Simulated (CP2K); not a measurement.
Two runs for the C K edge of protonated methanol. Run A: CP2K XAS_TDP, all-electron GAPW, PBEh(45%), aug-cc-pVTZ, TDA, no relativity. Run B differs in one setting.

First lines with a strength over 0.0015. A:

```tsv
atom	energy (eV)	states	strength, one atom
C1 (bonded to O and 3 H)	282.78	1	0.0721
	286.44	1	0.0040
	287.54	1	0.0294
	287.64	1	0.0376
	287.87	1	0.0099
```

B:

```tsv
atom	energy (eV)	states	strength, one atom
C1 (bonded to O and 3 H)	288.98	1	0.0706
	292.64	1	0.0040
	293.74	1	0.0288
	293.83	1	0.0368
	294.07	1	0.0097
```

Question: Which was it: the basis, the functional, scalar relativity switched on, GW2X switched on?

GW2X switched on. GW2X shifts an atom's lines together and keeps their spacings. Against PBEh(45%) in aug-cc-pVTZ, the leading line moves by +6.20 eV, to 288.98 eV.

[Banner, clock and machine lines of the logs are left out without a mark of their own.]

[Logs are printed without paths, hosts, clocks, repeated set-up lines and the standing remarks that a program may print on its own settings, such as how far it seeks lower states.]

[Hosts, paths, dates, database ids (printed as entryN), source tags and the programs' standing remarks are cut or masked in the printed files.]
